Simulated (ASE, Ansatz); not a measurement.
# H20C8N2O9 (C2/c) (156 atoms): geometry optimisation

Wanted: the relaxed structure of H20C8N2O9 (C2/c) (156 atoms) and its electronic structure.

Program: Ansatz 0.2.0. Level of theory: Kohn-Sham DFT, r2SCAN+D3(BJ), PAW (set soft_2), plane waves. Results are calculated unless marked as measured.

### Step 1. The starting structure

The cell holds 156 atoms: 80 H, 32 C, 8 N and 36 O. Cell: a = 18.116 Å, b = 5.678 Å, c = 14.121 Å, α = 90.0°, β = 102.1°, γ = 90.0°. It derives from H20C8N2O9 (C2/c), repeated 1×1×1. H20C8N2O9, space group C2/c, structure from the Crystallography Open Database, 1 x 1 x 1 conventional cells; every coordinate displaced by a Gaussian of 0.02 Å; bonds to H set to neutron lengths (C-H 1.089, N-H 1.015, O-H 0.983, B-H 1.19 Å) where the listed ones are shorter.

Limits known from the start: The cell is under 6 Å thick along one periodic direction, so every atom has periodic images of itself close by, which move with it and show among its neighbours and in g(r).

### Step 2. Single point at the start

The forces at the start show how far the geometry lies from a minimum of this functional.

File input.yaml:

```yaml
crystal:
  lattice:
    - [18.1163, 0.0, 0.0]
    - [0.0, 5.6775, 0.0]
    - [-2.95129, 0.0, 13.80884]
  atoms:
    - { symbol: H, position: [0.56247, 0.09293, 0.3211] }
    - { symbol: H, position: [0.4382, 0.09588, 0.17824] }
    - { symbol: H, position: [0.06135, 0.59933, 0.32111] }
    - { symbol: H, position: [0.93864, 0.6047, 0.17782] }
    [... 146 atom lines left out ...]
    - { symbol: O, position: [0.89827, 0.25565, 0.03668] }
    - { symbol: O, position: [0.10194, 0.25293, 0.46325] }
    - { symbol: O, position: [0.00123, 0.37885, 0.25038] }
    - { symbol: O, position: [0.49992, 0.88739, 0.25211] }
    - { symbol: O, position: [0.00086, 0.62345, 0.74944] }
    - { symbol: O, position: [0.50251, 0.11906, 0.75197] }
kpoints:
  mp_grid: { grid: [1, 2, 1] }
hamiltonian:
  xc: r2scan
  dispersion: d3bj
scf:
  occupations: { method: fixed }
output:
  forces: true
  stress: true
  populations: true
  dos:
    method: { smearing: { sigma: 0.15 } }
    de: 0.1
    projected: { site_lists: { C: [C], H: [H], "N": ["N"], O: [O] } }
  eigenvalues: true
```

Run with:

```
> ansatz run input.yaml --threads 4 --pin off --max-ram 8192MiB --backend cpu --events-out ev --progress --plain --runs-dir out
```

Wall time 2.1 min (4 threads of Arm Neoverse V1, shared host); peak memory 5.7 GiB.

The program notes that it cut back its work space to fit the memory limit. Further notices: dispersion damping borrowed.

Read from the output:

```
free energy                                      : -32887.3379 eV
free energy per atom                             : -210.8163 eV/atom
SCF cycles                                       : 10
pressure                                         : 0.8695 GPa
r.m.s. force component                           : 0.9977 eV/Å
longest force                                    : 4.852 eV/Å
Fermi energy                                     : -0.1732 eV
gap (highest filled to lowest empty level) : 3.622 eV
spilling of the projection                       : 0.01248
```

The r.m.s. force component of 1.00 eV/Å and the pressure of 0.87 GPa set the starting point.

Neighbours are counted within 1.21 Å (H-O), 1.34 Å (H-C), 1.27 Å (H-N), 1.73 Å (O-C), 1.85 Å (C-C), 1.79 Å (C-N).

Length of the force by element and coordination:

| element | coordination | atoms | mean length of the force (eV/Å) | spread | least | most |
| --- | --- | --- | --- | --- | --- | --- |
| C | all | 32 | 1.77 | 0.968 | 0.527 | 4.02 |
| C | 3 | 16 | 1.96 | 0.987 | 0.696 | 3.87 |
| C | 4 | 16 | 1.59 | 0.911 | 0.527 | 4.02 |
| H | all | 80 | 1.08 | 0.834 | 0.237 | 4.14 |
| N | all | 8 | 3.17 | 1.05 | 1.59 | 4.85 |
| O | all | 36 | 1.42 | 0.825 | 0.243 | 3.61 |
| O | 1 | 24 | 1.18 | 0.718 | 0.243 | 2.80 |
| O | 2 | 12 | 1.90 | 0.818 | 0.561 | 3.61 |

### Step 3. Relaxation

With the cell held, the atoms are moved downhill towards a nearby minimum.

input.yaml, the sections that differ from step 2:

```yaml
output:
  forces: true
relax:
  f_tol: 0.05
  max_steps: 114
# crystal, kpoints, hamiltonian, scf: as in step 2
```

It took 4.5 min on 4 threads; peak memory 5.4 GiB; 18 min of CPU time.

Step by step:

| step | energy less that of the first step (eV) | largest force component (eV/Å) |
| --- | --- | --- |
| 1 | 0.0000 | 4.6223 |
| 2 | -2.3074 | 2.1537 |
| 3 | -3.1857 | 0.3607 |
| 4 | -3.2385 | 0.0447 |
| 5 | -3.2385 | 0.0447 |

The atoms that moved most (Å):

| atom | dx | dy | dz | length |
| --- | --- | --- | --- | --- |
| H33 | -0.104 | -0.105 | -0.020 | 0.149 |
| H53 | 0.137 | 0.029 | -0.044 | 0.147 |
| H55 | 0.135 | 0.037 | -0.035 | 0.144 |
| C95 | 0.057 | 0.067 | -0.114 | 0.144 |
| H47 | 0.032 | 0.038 | -0.124 | 0.134 |
| H56 | -0.097 | -0.010 | 0.082 | 0.128 |
| H51 | -0.096 | -0.023 | 0.078 | 0.126 |
| H41 | -0.055 | -0.098 | 0.054 | 0.124 |

The relaxation changed the energy by -20.8 meV/atom, and atoms moved by 0.072 Å r.m.s., 0.15 Å at most.

### Step 4. Local order after relaxation

Density 1.35 g/cm³, 9.105 Å³ an atom.

g(r), total and by pair (bins of 0.2 Å):

| r (Å) | total | H-H | H-O | H-C | H-N | O-O | O-C |
| --- | --- | --- | --- | --- | --- | --- | --- |
| 0.90 | 0.39 | 0.00 | 1.65 | 0.00 | 0.00 | 0.00 | 0.00 |
| 1.10 | 3.02 | 0.00 | 1.50 | 7.65 | 20.15 | 0.00 | 0.00 |
| 1.30 | 0.94 | 0.00 | 0.00 | 0.00 | 0.00 | 0.00 | 9.88 |
| 1.50 | 0.71 | 0.28 | 0.64 | 0.00 | 0.00 | 0.00 | 0.00 |
| 1.70 | 1.14 | 3.27 | 1.16 | 0.00 | 0.00 | 0.00 | 0.00 |
| 1.90 | 0.29 | 0.00 | 0.80 | 0.48 | 0.00 | 0.00 | 0.00 |
| 2.10 | 0.83 | 0.00 | 0.00 | 3.12 | 3.28 | 0.00 | 0.00 |
| 2.30 | 0.81 | 1.51 | 0.28 | 0.31 | 0.00 | 2.75 | 1.39 |
| 2.50 | 0.91 | 2.30 | 0.26 | 0.00 | 0.00 | 1.05 | 1.33 |
| 2.70 | 0.79 | 0.20 | 1.21 | 0.75 | 1.91 | 2.85 | 0.00 |
| 2.90 | 0.81 | 0.97 | 1.20 | 0.56 | 0.00 | 0.30 | 0.46 |
| 3.10 | 0.79 | 1.08 | 1.60 | 0.34 | 0.00 | 0.48 | 0.34 |
| 3.30 | 1.42 | 0.96 | 1.32 | 1.64 | 2.00 | 3.25 | 1.21 |
| 3.50 | 1.09 | 0.63 | 1.02 | 0.87 | 2.32 | 1.98 | 1.91 |
| 3.70 | 1.02 | 1.36 | 0.92 | 1.07 | 0.51 | 1.33 | 1.15 |
| 3.90 | 0.92 | 0.86 | 0.89 | 1.25 | 0.28 | 0.65 | 0.73 |
| 4.10 | 0.93 | 0.74 | 0.48 | 1.22 | 1.43 | 0.10 | 1.17 |
| 4.30 | 1.00 | 0.54 | 1.50 | 1.15 | 0.14 | 0.69 | 0.65 |
| 4.50 | 1.16 | 1.22 | 1.34 | 1.04 | 0.56 | 0.42 | 1.50 |
| 4.70 | 1.03 | 1.01 | 1.25 | 1.20 | 0.63 | 0.48 | 0.92 |
| 4.90 | 1.01 | 1.20 | 0.83 | 0.88 | 1.21 | 0.81 | 1.18 |
| 5.10 | 0.96 | 0.47 | 1.15 | 1.32 | 1.06 | 1.47 | 0.72 |
| 5.30 | 1.03 | 0.66 | 1.06 | 1.31 | 0.65 | 1.18 | 1.13 |
| 5.50 | 0.99 | 0.95 | 1.11 | 0.91 | 0.53 | 0.95 | 1.14 |
| 5.70 | 1.18 | 1.67 | 0.75 | 0.94 | 1.13 | 1.55 | 1.16 |
| 5.90 | 0.84 | 1.12 | 0.71 | 0.61 | 0.78 | 0.67 | 1.03 |
| 6.10 | 0.82 | 0.91 | 1.01 | 0.75 | 1.44 | 0.52 | 0.46 |
| 6.30 | 1.10 | 0.98 | 1.41 | 1.04 | 0.96 | 1.02 | 0.92 |

### Step 5. Single point at the relaxed geometry

The electronic structure is read at the final geometry, in a run of its own.

File input.yaml:

```yaml
crystal:
  lattice:
    - [18.1163, 0.0, 0.0]
    - [0.0, 5.6775, 0.0]
    - [-2.95129, 0.0, 13.80884]
  atoms:
    - { symbol: H, position: [0.55796, 0.09007, 0.31633] }
    - { symbol: H, position: [0.44005, 0.08945, 0.18269] }
    - { symbol: H, position: [0.05861, 0.59366, 0.31581] }
    - { symbol: H, position: [0.93954, 0.5905, 0.18237] }
    [... 146 atom lines left out ...]
    - { symbol: O, position: [0.90032, 0.25725, 0.03642] }
    - { symbol: O, position: [0.09873, 0.25286, 0.4624] }
    - { symbol: O, position: [0.99966, 0.37931, 0.24969] }
    - { symbol: O, position: [0.49937, 0.87683, 0.24994] }
    - { symbol: O, position: [0.00101, 0.62208, 0.75062] }
    - { symbol: O, position: [0.50086, 0.12352, 0.7513] }
kpoints:
  mp_grid: { grid: [1, 2, 1] }
hamiltonian:
  xc: r2scan
  dispersion: d3bj
scf:
  occupations: { method: fixed }
output:
  forces: true
  stress: true
  populations: intrinsic
  dos:
    method: { smearing: { sigma: 0.08 } }
    de: 0.1
    projected: { site_lists: { C: [C], H: [H], "N": ["N"], O: [O] } }
  eigenvalues: true
  write_density: true
  write_potential: true
  volumetric_format: npy
  elf: true
```

Wall time 2.1 min (4 threads); peak memory 5.7 GiB.

The run gave:

```
free energy                                      : -32890.5764 eV
free energy per atom                             : -210.8370 eV/atom
SCF cycles                                       : 10
pressure                                         : -0.4494 GPa
r.m.s. force component                           : 0.01201 eV/Å
longest force                                    : 0.04901 eV/Å
Fermi energy                                     : -0.3067 eV
gap (highest filled to lowest empty level) : 3.89 eV
```

Intrinsic-atomic-orbital charges by element:

| element | coordination | atoms | mean charge (e) | spread | least | most |
| --- | --- | --- | --- | --- | --- | --- |
| C | all | 32 | 0.065 | 0.446 | -0.529 | 0.497 |
| H | all | 80 | 0.269 | 0.0858 | 0.176 | 0.384 |
| N | all | 8 | -0.449 | 3.0e-4 | -0.449 | -0.448 |
| O | all | 36 | -0.556 | 0.0782 | -0.771 | -0.502 |

States in the cell by windows of 1 eV, zero at the Fermi level; the larger projections on atomic orbitals stand beside the total:

| from (eV) | to (eV) | total | O p | C p | H s | N p | C s |
| --- | --- | --- | --- | --- | --- | --- | --- |
| -14 | -13 | 16.0 | 0.0 | 1.2 | 4.4 | 1.0 | 8.3 |
| -13 | -12 | 0.0 | 0.0 | 0.0 | 0.0 | 0.0 | 0.0 |
| -12 | -11 | 15.3 | 4.3 | 4.9 | 0.9 | 0.0 | 3.1 |
| -11 | -10 | 16.7 | 0.3 | 2.7 | 5.1 | 2.4 | 5.6 |
| -10 | -9 | 2.5 | 1.3 | 0.3 | 0.4 | 0.1 | 0.2 |
| -9 | -8 | 22.5 | 5.6 | 3.3 | 4.8 | 7.1 | 0.6 |
| -8 | -7 | 31.2 | 10.0 | 4.3 | 6.4 | 8.4 | 0.6 |
| -7 | -6 | 37.6 | 18.5 | 9.1 | 2.3 | 2.1 | 0.6 |
| -6 | -5 | 44.3 | 16.6 | 14.3 | 4.2 | 5.3 | 0.3 |
| -5 | -4 | 38.4 | 17.5 | 12.5 | 4.6 | 2.0 | 0.1 |
| -4 | -3 | 43.9 | 13.0 | 17.8 | 8.7 | 2.2 | 0.2 |
| -3 | -2 | 23.7 | 6.8 | 8.3 | 6.9 | 0.9 | 0.1 |
| -2 | -1 | 60.0 | 55.3 | 1.9 | 0.6 | 1.0 | 0.3 |
| -1 | 0 | 22.5 | 20.2 | 1.0 | 0.2 | 0.3 | 0.6 |
| 0 | 1 | 1.5 | 1.3 | 0.1 | 0.0 | 0.0 | 0.1 |
| 1 | 3 | 0.0 | 0.0 | 0.0 | 0.0 | 0.0 | 0.0 |
| 3 | 4 | 9.3 | 4.4 | 4.3 | 0.1 | 0.0 | 0.0 |
| 4 | 5 | 6.7 | 3.3 | 3.1 | 0.0 | 0.0 | 0.0 |

The curve was stored every 0.100 eV, coarse against its broadening of 0.08 eV, so these counts are rough.

With fixed occupations the program's Fermi level is the highest filled level; weight inside the gap is the broadening of levels at its edges.

Between -24 and -14 eV lie 88 more states.

The levels nearest the highest filled one (over half full), pooled over k-points and spins:

| level less the highest filled one (eV) | occupation |
| --- | --- |
| -0.0193 | 2 |
| -0.0149 | 2 |
| -0.0075 | 2 |
| -0.0064 | 2 |
| -0.0014 | 2 |
| 0 | 2 |
| 3.89 | 0 |
| 3.90 | 0 |
| 3.92 | 0 |
| 3.92 | 0 |
| 3.92 | 0 |
| 3.94 | 0 |

Mean intrinsic-atomic-orbital charges: C +0.07, H +0.27, N -0.45, O -0.56 e.

### Step 6. What came out

```yaml
energy_change_in_the_relaxation: -20.76 meV/atom
r_m_s_displacement: 0.072 Å
largest_displacement: 0.149 Å
free_energy_per_atom: -210.8370 eV/atom
density: 1.348 g/cm³
pressure: -0.4494 GPa
r_m_s_force_component: 0.01201 eV/Å
spacing_of_highest_filled_and_lowest_empty_level: 3.89 eV
wall_time_of_the_3_dft_runs: 8.7 min
```

In words: Relaxation lowers the energy by 20.8 meV/atom and moves atoms by 0.072 Å r.m.s.; the r.m.s. force component goes from 1.00 to 0.012 eV/Å, the pressure goes from 0.87 to -0.45 GPa, and the gap from 3.62 to 3.89 eV. From the first step to the last the energy fell by 3.239 eV, and the largest move was 0.15 Å (H33, with 1 other atom within 2 % of it). The highest filled and lowest empty levels differ by 3.89 eV on the run's k-points; the mesh holds the band edges only if they fold onto it, so the gap at this level can be narrower or closed, while semilocal functionals tend to narrow gaps against experiment.

[Logs are printed without paths, hosts, clocks, repeated set-up lines and the standing remarks that a program may print on its own settings, such as how far it seeks lower states.]

[Hosts, paths, dates, database ids (printed as entryN), source tags and the programs' standing remarks are cut or masked in the printed files.]
